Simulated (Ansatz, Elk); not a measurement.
## How far do independent atoms describe AlZn2Cd?

The structure of AlZn2Cd used here is made up (a known structure type with other elements) and was relaxed beforehand with r2SCAN. The aim is the Fourier transform of its all-electron density, F(hkl), set beside the sum over free spherical atoms that refinements use.

Calculated with Elk 11.2.3 (patched build); DFT, PBE, all-electron APW+lo, Dirac cores, scalar-relativistic bands, static density, no spin.

The structure was built from a prototype and need not be the compound's stable phase.

## (1) The structure

It takes space group Cmcm (No. 63, orthorhombic). The conventional cell has a = 4.202 Å, b = 9.639 Å, c = 7.020 Å, α = 90.00°, β = 90.00°, γ = 90.00°. Cd has 3 Al at 2.81 to 2.91 Å and 8 Zn at 3.05 to 3.13 Å nearest. Zn has 3 Al at 2.56 to 2.67 Å and 2 Zn at 2.60 to 2.66 Å and 4 Cd at 3.05 to 3.13 Å nearest. Nearest to Al lie 6 Zn at 2.56 to 2.67 Å and 3 Cd at 2.81 to 2.91 Å. Farther neighbours are not listed.

Structure file:

```cif
data_structure
_symmetry_space_group_name_H-M 'P 1'
_symmetry_Int_Tables_number 1
_cell_length_a 5.2577
_cell_length_b 5.2577
_cell_length_c 7.0202
_cell_angle_alpha 90.000
_cell_angle_beta 90.000
_cell_angle_gamma 132.896
_cell_volume 142.17
loop_
_atom_site_label
_atom_site_type_symbol
_atom_site_fract_x
_atom_site_fract_y
_atom_site_fract_z
_atom_site_occupancy
Cd1 Cd 0.05618 0.94382 0.25000 1
Cd2 Cd 0.94382 0.05618 0.75000 1
Zn3 Zn 0.62949 0.37051 0.56450 1
Zn4 Zn 0.37051 0.62949 0.43550 1
Zn5 Zn 0.37051 0.62949 0.06450 1
Zn6 Zn 0.62949 0.37051 0.93550 1
Al7 Al 0.76467 0.23533 0.25000 1
Al8 Al 0.23533 0.76467 0.75000 1
```

## (2) Ground state and structure factors

An all-electron density is needed, since X-rays see the cores too. Task 0 finds the density and task 195 Fourier-transforms it; tshift is off so that phases refer to the origin typed.

File elk.in:

```
tasks
  0
  195

xctype
  20

spinpol
  .false.

rgkmax
  7.0

gmaxvr
  14.0

lmaxo
  7

lmaxapw
  8

swidth
  0.002

tshift
  .false.

ramdisk
  .false.

hmaxvr
  5.5

maxscl
  120

epspot
  1e-06

sppath
  './'

avec
  3.97008908065 -9.10798010575 0.00000000000
  3.97008908065 9.10798010575 0.00000000000
  0.00000000000 0.00000000000 13.26629161608

atoms
  3
  'Cd.in'
  2
  0.0561770435 0.9438229565 0.2500000000   0.000000 0.000000 0.000000
  0.9438229565 0.0561770435 0.7500000000   0.000000 0.000000 0.000000
  'Zn.in'
  4
  0.6294943553 0.3705056447 0.5644971716   0.000000 0.000000 0.000000
  0.3705056447 0.6294943553 0.4355028284   0.000000 0.000000 0.000000
  0.3705056447 0.6294943553 0.0644971716   0.000000 0.000000 0.000000
  0.6294943553 0.3705056447 0.9355028284   0.000000 0.000000 0.000000
  'Al.in'
  2
  0.7646654776 0.2353345224 0.2500000000   0.000000 0.000000 0.000000
  0.2353345224 0.7646654776 0.7500000000   0.000000 0.000000 0.000000

ngridk
  6 6 3
```

On the command line:

```console
> OMP_NUM_THREADS=4 elk
```

Numbers of over 12 decimals in the logs are rounded to 6 here.

The log of the run:

```text
┌─────────────────────────┐
│ Elk code version 11.2.3 │
└─────────────────────────┘

All units are atomic (Hartree, Bohr, etc.)

┌─────────────────────────────────────────────────┐
│ Ground-state run starting from atomic densities │
└─────────────────────────────────────────────────┘

Lattice vectors :
   3.970089081      -9.107980106       0.000000000
   3.970089081       9.107980106       0.000000000
   0.000000000       0.000000000       13.26629162

Reciprocal lattice vectors :
  0.7913154062     -0.3449274831       0.000000000
  0.7913154062      0.3449274831      -0.000000000
  -0.000000000       0.000000000      0.4736203220

Unit cell volume      :    959.4047408
Brillouin zone volume :   0.2585459534

Muffin-tin inner radius fraction :   0.1000000000E-01

Nuclei treated as point charges

Species : 1 (Cd)
 parameters loaded from : Cd.in
 name : cadmium
 nuclear charge    :   -48.00000000
 electronic charge :    48.00000000
 atomic mass :    204912.7176
 muffin-tin radius :    2.600000000
 number of radial points in muffin-tin :   1193
 inner part over the whole radius :   0.9972693929E-02
 number on inner part of muffin-tin    :    850
 approximate nuclear radius :   0.8708852602E-04
 number of mesh points to nuclear radius :    426
 atomic positions (lattice), magnetic fields (Cartesian) :
  1 :   0.05617704 -0.05617704  0.25000000    0.00000000  0.00000000  0.00000000
  2 :  -0.05617704  0.05617704 -0.25000000    0.00000000  0.00000000  0.00000000

Species : 2 (Zn)
 parameters loaded from : Zn.in
 name : zinc
 nuclear charge    :   -30.00000000
 electronic charge :    30.00000000
 atomic mass :    119233.3130
 muffin-tin radius :    2.400000000
 number of radial points in muffin-tin :    993
 inner part over the whole radius :   0.9843840322E-02
 number on inner part of muffin-tin    :    701
 approximate nuclear radius :   0.7484757725E-04
 number of mesh points to nuclear radius :    337
 atomic positions (lattice), magnetic fields (Cartesian) :
  1 :  -0.37050564  0.37050564 -0.43550283    0.00000000  0.00000000  0.00000000
  2 :   0.37050564 -0.37050564  0.43550283    0.00000000  0.00000000  0.00000000
  3 :   0.37050564 -0.37050564  0.06449717    0.00000000  0.00000000  0.00000000
  4 :  -0.37050564  0.37050564 -0.06449717    0.00000000  0.00000000  0.00000000

Species : 3 (Al)
 parameters loaded from : Al.in
 name : aluminium
 nuclear charge    :   -13.00000000
 electronic charge :    13.00000000
 atomic mass :    49184.33496
 muffin-tin radius :    2.200000000
 number of radial points in muffin-tin :    793
 inner part over the whole radius :   0.9821194981E-02
 number on inner part of muffin-tin    :    552
 approximate nuclear radius :   0.5839653600E-04
 number of mesh points to nuclear radius :    244
 atomic positions (lattice), magnetic fields (Cartesian) :
  1 :  -0.23533452  0.23533452  0.25000000    0.00000000  0.00000000  0.00000000
  2 :   0.23533452 -0.23533452 -0.25000000    0.00000000  0.00000000  0.00000000

Total number of atoms per unit cell :    8
Total muffin-tin volume :    468.0721726
 ratio of muffin-tin to unit cell volume :   0.4878776941

Spin treatment :
 spin-unpolarised

Number of Bravais lattice symmetries :    8
Number of crystal symmetries         :    8
Crystal has inversion symmetry
Real symmetric eigensolver will be used

k-point grid :      6     6     3
k-point offset :    0.000000000       0.000000000       0.000000000
k-point set is reduced with full crystal symmetry group
Total number of k-points :       26

Muffin-tin radius times maximum |G+k| :    7.000000000
 using average radius
Maximum |G+k| for APW functions       :    2.916666667
Maximum (1/2)|G+k|²                   :    4.253472222
Maximum |G| for potential and density :    14.00000000
Constant for pseudocharge density :    9
 order of it for each species :   16  16  16
 order of it for pair densities of each species (exact exchange by exxq0 0: 17) :   11  10   7
Radial integration step length :    1

[...]
electron entropic           :    -0.84791490037686E-03
 total energy                :     -18863.581569060

Density of states at Fermi energy :    65.71320322
 (states/Hartree/unit cell)

Estimated indirect band gap :   0.1584243944E-02
 from k-point 25 to k-point 18
Estimated direct band gap   :   0.3440977542E-02
 at k-point 18

Charges :
 core                        :    116.0000000
 valence                     :    126.0000000
 interstitial                :    10.90321120
 muffin-tins (core leakage)
  species : 1 (Cd)
[...]
species : 2 (Zn)
[...]
species : 3 (Al)
[...]
total in muffin-tins        :    231.0967888
 total calculated charge     :    241.9980673
 total charge                :    242.0000000
 error                       :   0.1932696472E-02

RMS change in Kohn-Sham potential (target) :   0.3473232285     (  0.1000000000E-05)
Absolute change in total energy (target)   :   0.5383298098     (  0.1000000000E-03)

[... loops 3 to 15 left out ...]

┌──────────────────┐
│ Loop number : 16 │
└──────────────────┘

Energies :
 Fermi                       :     0.223327
 sum of occupied eigenvalues :     -11094.850840203
 electron kinetic            :      19537.201816413
 core electron kinetic       :      18187.713547047
 Coulomb                     :     -37765.855623474
 Coulomb potential           :     -29807.477662058
 nuclear-nuclear             :     -2332.9340209498
 electron-nuclear            :     -41118.078506591
 Hartree                     :      5685.1569040664
 Madelung                    :     -22862.116792446
 xc potential                :     -824.57499455895
 exchange                    :     -621.43892511739
 correlation                 :     -11.987327930478
 electron entropic           :    -0.80549020567606E-03
 total energy                :     -18862.080865599

Density of states at Fermi energy :    57.66269533
 (states/Hartree/unit cell)

Estimated indirect band gap :   0.3359811650E-02
 from k-point 18 to k-point 23
Estimated direct band gap   :   0.7075193541E-02
 at k-point 4

Charges :
 core                        :    116.0000000
 valence                     :    126.0000000
 interstitial                :    10.47759979
 muffin-tins (core leakage)
  species : 1 (Cd)
[...]
species : 2 (Zn)
[...]
species : 3 (Al)
[...]
total in muffin-tins        :    231.5224002
 total calculated charge     :    241.9981360
 total charge                :    242.0000000
 error                       :   0.1864035820E-02

RMS change in Kohn-Sham potential (target) :   0.3556587432E-07 (  0.1000000000E-05)
Absolute change in total energy (target)   :   0.4978416473E-04 (  0.1000000000E-03)

Convergence targets achieved

┌──────────────────┐
│ Loop number : 17 │
└──────────────────┘

Energies :
 Fermi                       :     0.223327
 sum of occupied eigenvalues :     -11094.850840307
 electron kinetic            :      19537.201816910
 core electron kinetic       :      18187.713546431
 Coulomb                     :     -37765.855625372
 Coulomb potential           :     -29807.477662674
 nuclear-nuclear             :     -2332.9340209498
 electron-nuclear            :     -41118.078509765
 Hartree                     :      5685.1569053430
 Madelung                    :     -22862.116794035
 xc potential                :     -824.57499454200
 exchange                    :     -621.43892520932
 correlation                 :     -11.987327928841
 electron entropic           :    -0.80549024853797E-03
 total energy                :     -18862.080867091

Density of states at Fermi energy :    57.66269901
 (states/Hartree/unit cell)

Estimated indirect band gap :   0.3359811313E-02
 from k-point 18 to k-point 23
Estimated direct band gap   :   0.7075192920E-02
 at k-point 4

Charges :
 core                        :    116.0000000
 valence                     :    126.0000000
 interstitial                :    10.47759974
 muffin-tins (core leakage)
  species : 1 (Cd)
[...]
species : 2 (Zn)
[...]
atom 4                    :    28.94771075     (  0.8042393038E-04)
  species : 3 (Al)
   atom 1                    :    11.22564269     (  0.4708097864E-03)
   atom 2                    :    11.22564269     (  0.4708097864E-03)
 total in muffin-tins        :    231.5224003
 total calculated charge     :    241.9981360
 total charge                :    242.0000000
 error                       :   0.1864035825E-02

┌──────────────────────────────┐
│ Self-consistent loop stopped │
└──────────────────────────────┘

Warning : core states of species 1 leak from the muffin-tin :   0.2410159794E-03

Warning : core states of species 3 leak from the muffin-tin :   0.4708097864E-03

Wrote STATE.OUT
```

The job ended after 83 s (4 threads of Arm Neoverse V1, shared host; peak memory 0.31 GiB; 4.1 min of CPU time).

SFACRHO.OUT:

```text

h k l indices transformed by vhmat matrix:
   1.000000000       0.000000000       0.000000000    
   0.000000000       1.000000000       0.000000000    
   0.000000000       0.000000000       1.000000000    

      h      k      l  multipl.   |H|            Re(F)            Im(F)           |F|

      0      0      0      1   0.0000000       242.00000      0.83322222E-17   242.00000    
      0      0     -1      2  0.47362032     -0.23021582E-13  -0.0000000      0.23021582E-13
     -1      1      0      2  0.68985497       39.376244     -0.66572077E-14   39.376244    
     -1      1      1      2  0.83678915       9.7494851     -0.16643019E-13   9.7494851    
      1     -1      1      2  0.83678915      -9.7494851     -0.66572077E-14   9.7494851    
     -1      0      0      4  0.86322363       8.9644249     -0.99858116E-14   8.9644249    
      0      0      2      2  0.94724064      -32.596301      0.36511196E-16   32.596301    
      1      0      1      4  0.98461731      -38.699234     -0.13314415E-13   38.699234    
      0      1      1      4  0.98461731       38.699234     -0.66572077E-14   38.699234    
     -1      1      2      2   1.1718211      -46.395980      0.13106378E-13   46.395980    
      1     -1      2      2   1.1718211      -46.395980     -0.13522453E-13   46.395980    
      1      0      2      4   1.2815693      -121.54364      -0.0000000       121.54364    
      1      0     -2      4   1.2815693      -121.54364      0.33286039E-14   121.54364    
      1     -2      0      4   1.3026722       107.54507      -0.0000000       107.54507    
     -2      2      0      2   1.3797099      -65.794075      -0.0000000       65.794075    
      2     -1     -1      4   1.3860992       108.21333      0.13314415E-13   108.21333    
      2     -1      1      4   1.3860992      -108.21333     -0.13314415E-13   108.21333    
      0      0     -3      2   1.4208610      0.55433042E-14  -0.0000000      0.55433042E-14
```

Elk indexes on the primitive cell of elk.in and gives |H| = 4π sin θ/λ in inverse bohr. Below, one row stands for each form hkl of the conventional cell (m members, Friedel mates merged), F is for one primitive cell and the density is static (no thermal factor). Free-atom factors are Waasmaier and Kirfel's, and R is Σm||F|−|F'||/Σm|F|.

```tsv
hkl	m	sin θ/λ (Å⁻¹)	abs F, DFT	neutral atoms	diff.
001	2	0.071	0.000	0.000	+0.000
020	2	0.104	39.376	39.702	-0.326
021	4	0.126	9.749	9.834	-0.084
110	4	0.130	8.964	9.042	-0.077
002	2	0.142	32.596	32.420	+0.176
111	8	0.148	38.699	38.966	-0.267
022	4	0.176	46.396	46.545	-0.149
112	8	0.193	121.544	122.053	-0.509
130	4	0.196	107.545	108.034	-0.489
040	2	0.207	65.794	66.366	-0.572
131	8	0.208	108.213	108.756	-0.543
003	2	0.214	0.000	0.000	+0.000
041	4	0.219	84.858	85.197	-0.340
023	4	0.237	129.161	130.350	-1.189
```

## (3) The highest occupied states alone

An energy window below the Fermi level keeps the highest occupied states, to see at which angles they scatter; shallow core shells can lie inside it and anion s states outside. No new self-consistency is needed.

Edit elk.in of step 2 so:

```diff
@@ -1,3 +1,2 @@
 tasks
-  0
   195
@@ -40,2 +39,5 @@
 
+wsfac
+  -0.327910 0.523330
+
 sppath
```

On the command line:

```console
> OMP_NUM_THREADS=4 elk
```

The log of the run:

```text
┌─────────────────────────────────┐
│ Elk code version 11.2.3 started │
└─────────────────────────────────┘

Info(readinput): the functional depends on the density's gradient
 muffin-tin radial points multiplied by    2.00000
 (not where nrmtscf is given)

┌────────────────────┐
│ Current task : 195 │
└────────────────────┘

Info(sfacrho): density structure factors written to SFACRHO.OUT

 Energy window :  -0.3279100000      0.5233300000

┌──────────────────┐
│ Elk code stopped │
└──────────────────┘
```

It took 24 s on 4 threads; peak memory 0.25 GiB.

States within 15 eV below the Fermi level hold 78.00 electrons; any levels below the window count with the cores. Their amplitudes can exceed the total, where window and core parts have opposite phase:

```tsv
hkl	sin θ/λ (Å⁻¹)	abs F, window	abs F, all
001	0.071	0.000	0.000
020	0.104	8.908	39.376
021	0.126	4.457	9.749
110	0.130	10.185	8.964
002	0.142	7.684	32.596
111	0.148	13.969	38.699
022	0.176	10.496	46.396
112	0.193	25.683	121.544
130	0.196	28.927	107.545
040	0.207	27.185	65.794
```

## (4) Another functional

The difference from free atoms is small, so it is set against the change that LDA (Perdew-Wang) makes.

Edit elk.in of step 3 so:

```diff
@@ -1,2 +1,3 @@
 tasks
+  0
   195
@@ -4,3 +5,3 @@
 xctype
-  20
+  3
 
@@ -39,5 +40,2 @@
 
-wsfac
-  -0.327910 0.523330
-
 sppath
```

On the command line:

```console
> OMP_NUM_THREADS=4 elk
```

The log of the run:

```text
┌─────────────────────────┐
│ Elk code version 11.2.3 │
└─────────────────────────┘

All units are atomic (Hartree, Bohr, etc.)

┌─────────────────────────────────────────────────┐
│ Ground-state run starting from atomic densities │
└─────────────────────────────────────────────────┘

Lattice vectors :
   3.970089081      -9.107980106       0.000000000
   3.970089081       9.107980106       0.000000000
   0.000000000       0.000000000       13.26629162

Reciprocal lattice vectors :
  0.7913154062     -0.3449274831       0.000000000
[...]
species : 3 (Al)
   atom 1                    :    11.23096632     (  0.4972188671E-03)
   atom 2                    :    11.23096632     (  0.4972188671E-03)
 total in muffin-tins        :    231.6485102
 total calculated charge     :    241.9980788
 total charge                :    242.0000000
 error                       :   0.1921188753E-02

┌──────────────────────────────┐
│ Self-consistent loop stopped │
└──────────────────────────────┘

Warning : core states of species 1 leak from the muffin-tin :   0.2420110630E-03

Warning : core states of species 3 leak from the muffin-tin :   0.4972188671E-03

Wrote STATE.OUT
[key lines of the parts left out:]
total energy                :     -18839.549846008
```

The job ended after 52 s (4 threads; peak memory 0.24 GiB).

Against the first run R = 0.06 %; the largest change is -0.089 at 223.

## (5) A coarser k-mesh

About half the k-points along each axis test the sampling.

Edit elk.in of step 4 so:

```diff
@@ -5,3 +5,3 @@
 xctype
-  3
+  20
 
@@ -66,2 +66,2 @@
 ngridk
-  6 6 3
+  3 3 2
```

On the command line:

```console
> OMP_NUM_THREADS=4 elk
```

The log of the run:

```text
┌─────────────────────────┐
│ Elk code version 11.2.3 │
└─────────────────────────┘

All units are atomic (Hartree, Bohr, etc.)

┌─────────────────────────────────────────────────┐
│ Ground-state run starting from atomic densities │
└─────────────────────────────────────────────────┘

Lattice vectors :
   3.970089081      -9.107980106       0.000000000
   3.970089081       9.107980106       0.000000000
   0.000000000       0.000000000       13.26629162

Reciprocal lattice vectors :
  0.7913154062     -0.3449274831       0.000000000
[...]
species : 3 (Al)
   atom 1                    :    11.22377278     (  0.4706436308E-03)
   atom 2                    :    11.22377278     (  0.4706436308E-03)
 total in muffin-tins        :    231.4921387
 total calculated charge     :    241.9981410
 total charge                :    242.0000000
 error                       :   0.1858984116E-02

┌──────────────────────────────┐
│ Self-consistent loop stopped │
└──────────────────────────────┘

Warning : core states of species 1 leak from the muffin-tin :   0.2409235491E-03

Warning : core states of species 3 leak from the muffin-tin :   0.4706436308E-03

Wrote STATE.OUT
[key lines of the parts left out:]
total energy                :     -18862.084661146
```

It took 46 s on 4 threads; peak memory 0.3 GiB; 1.7 min of CPU time.

Against the first run R = 0.01 %; the largest change is -0.088 at 002.

## (6) Settings against the effect

```tsv
run	R against the first run (%)	R against neutral atoms, low angle (%)	wall time
PBE, rgkmax 7	0.00	0.70	83 s
LDA (Perdew-Wang)	0.06	0.70	52 s
k-mesh 3×3×2	0.01	0.70	46 s
```

## (7) Outcome

```yaml
r_against_neutral_atoms_sin_theta_lambda_0p3_a_minus1: 0.70 %
r_against_neutral_atoms_0p3_to_0p57_a_minus1: 0.20 %
```

**Reading.** Independent neutral atoms miss the calculated amplitudes by R = 0.70 % below 0.3 Å⁻¹ and 0.20 % from there to 0.57 Å⁻¹; by shells, 0.72 % below 0.15 Å⁻¹ (5 forms), 0.70 % 0.15 to 0.3 (20 forms), 0.26 % 0.3 to 0.45 (49 forms), 0.15 % above 0.45 (65 forms). Bonding, aspherical density and the tables' own atoms all enter these figures, and the runs don't part them. The largest change of an amplitude is -1.34 electrons, at 200. The window's part falls from 78.0 electrons at the origin to at most 12.16 between 0.45 and 0.57 Å⁻¹, where compact states inside the window still scatter. Below 0.3 Å⁻¹ the changes that finished (LDA (Perdew-Wang) and k-mesh 3×3×2) move F by R = 0.03 % at most, against the 0.70 % that separates it from free atoms. The basis has no finished test. Part of the difference isn't bonding: the tables are fits to free atoms and ions calculated by other methods than this functional. Thermal motion, anomalous dispersion and extinction are left out.

[Logs are printed without paths, hosts, clocks, repeated set-up lines and the standing remarks that a program may print on its own settings, such as how far it seeks lower states.]

[Hosts, paths, dates, database ids (printed as entryN), source tags and the programs' standing remarks are cut or masked in the printed files.]
